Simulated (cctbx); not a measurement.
**CaY4: solution and refinement**

Cell a = 3.7760 Å, b = 3.7760 Å, c = 23.4680 Å, α = 90.00°, β = 90.00°, γ = 90.00°; space group I4/mmm (no. 139); content Y8 Ca2.

The data are simulated with cctbx, not measured: synchrotron X-rays, λ = 0.4959 Å, to d = 0.8 Å, 50 % of the full sphere, strongest reflection 5000 counts, noise from counting, a 6 % proportional error and a noise floor of 15 counts (s.d.); no absorption.

Charge flipping in P1 on normalised amplitudes to 0.8 Å, δ = 0.9 σ, 30 % of the reflections treated as weak, 600 cycles:

```text
cycle      R  skewness
    0  0.611     0.18
   50  0.424     2.05
  100  0.431     2.16
  150  0.396     2.03
  200  0.422     2.03
  250  0.414     2.11
  300  0.399     2.00
  350  0.406     2.10
  400  0.412     2.09
  450  0.427     2.03
  500  0.416     2.12
  550  0.414     2.14
origin shift          correlation  skewness
 0.319  0.520  0.180      0.928      6.63
 0.324  0.520  0.375      0.926      6.04
 0.319  0.520  0.680      0.928      6.63
 0.327  0.520  0.071      0.916      6.42
taken: symmetry correlation 0.928, skewness 6.63
peak      x       y       z  mult  height/sigma
Q1    0.0000  0.0000  0.3084    4     15.7
Q2    0.0000  0.0000  0.0865    4     15.1
Q3    0.0000  0.0000  0.5000    2      7.2
Q4    0.0000  0.0000  0.1732    4      3.1
Q5    0.0000  0.0000  0.4307    4      1.6
Q6    0.0000  0.0000  0.2175    4      1.4
Q7    0.0000  0.5000  0.1551    8      1.3
Q8    0.2142  0.2142  0.3217   16      1.3
```

The origin is taken among those within 0.04 of the best correlation, by the skewness of the map.

It took 0.5 s on 1 thread of Arm Neoverse V2, with other jobs on the host, peak memory 0.07 GiB.

**Question.** Which peaks are atoms, and which elements?

Heights go roughly as Z and multiplicities must add up to the content. First model: Q1 = Y1 (4 in the cell, height 15.7), Q2 = Y2 (4 in the cell, height 15.1) and Q3 = Ca1 (2 in the cell, height 7.2). Against the true structure, Q1 is Y, Q2 is Y and Q3 is Ca; the other peaks are not atoms.

Least squares on F², isotropic:

```text
Rint 0.062, 137 unique reflections to 0.81 A
cycle     R1     wR2    GooF  max shift (A)
   1  0.1478  0.3188   6.216   0.04453
   2  0.0256  0.0544   1.060   0.00000
final R1 0.0256 wR2 0.0544 GooF 1.060  parameters 5  data/parameter 27.4
atom        x        y        z      Ueq    occ   su(xyz)  su(Uiso or U11)
Y1     0.00000  0.00000  0.30760   0.0057  1.000  0.00006  0.0003
Y2     0.00000  0.00000  0.08840   0.0051  1.000  0.00005  0.0004
Ca1    0.00000  0.00000  0.50000   0.0075  1.000  0.00000  0.0008
difference map: max 2.08 min -2.15 rms 0.40
Q1    0.0000  0.0000  0.3550    4    2.22  1.11 A from Y1
Q2    0.0000  0.5000  0.2500    4    1.52  2.32 A from Y1
Q3    0.0000  0.0000  0.4406    4    1.49  1.39 A from Ca1
Q4    0.0000  0.0000  0.4734    4    1.47  0.63 A from Ca1
Q5    0.0000  0.3781  0.1305   16    1.20  1.74 A from Y2
```

Anisotropic refinement:

```text
Rint 0.062, 137 unique reflections to 0.81 A
cycle     R1     wR2    GooF  max shift (A)
   1  0.0256  0.0544   1.072   0.00260
   2  0.0255  0.0522   1.029   0.00000
final R1 0.0255 wR2 0.0522 GooF 1.029  parameters 8  data/parameter 17.1
atom        x        y        z      Ueq    occ   su(xyz)  su(Uiso or U11)
Y1     0.00000  0.00000  0.30771   0.0055  1.000  0.00007  0.0004
Y2     0.00000  0.00000  0.08850   0.0052  1.000  0.00007  0.0004
Ca1    0.00000  0.00000  0.50000   0.0091  1.000  0.00000  0.0013
difference map: max 1.83 min -1.41 rms 0.38
Q1    0.0000  0.0000  0.3538    4    1.95  1.08 A from Y1
Q2    0.0000  0.0000  0.2802    4    1.81  0.65 A from Y1
Q3    0.0000  0.5000  0.2500    4    1.59  2.32 A from Y1
Q4    0.0000  0.0000  0.4425    4    1.50  1.35 A from Ca1
Q5    0.0000  0.3799  0.1302   16    1.23  1.74 A from Y2
Q6    0.0000  0.5000  0.1784    8    1.22  1.92 A from Y1
```

**Reading.** The refinement ends at R1 = 0.0255, wR2 = 0.0522, GooF = 1.03, with difference density between -1.41 and 1.83 e/Å³. Every site matches the true model in element, within 0.002 Å r.m.s., up to an allowed shift of origin.

True model:

| atom | mult. | x | y | z | Ueq (Å²) |
| --- | --- | --- | --- | --- | --- |
| Y1 | 4 | 1/2 | 1/2 | 0.0884 | 0.0048 |
| Y2 | 4 | 0 | 0 | 0.1924 | 0.0056 |
| Ca1 | 2 | 0 | 0 | 0 | 0.0071 |

This is a model crystal, built by substitution and not relaxed, with assumed displacement parameters.

[Middle refinement cycles are left out of these outputs.]

[Logs are printed without paths, hosts, clocks, repeated set-up lines and the standing remarks that a program may print on its own settings, such as how far it seeks lower states.]
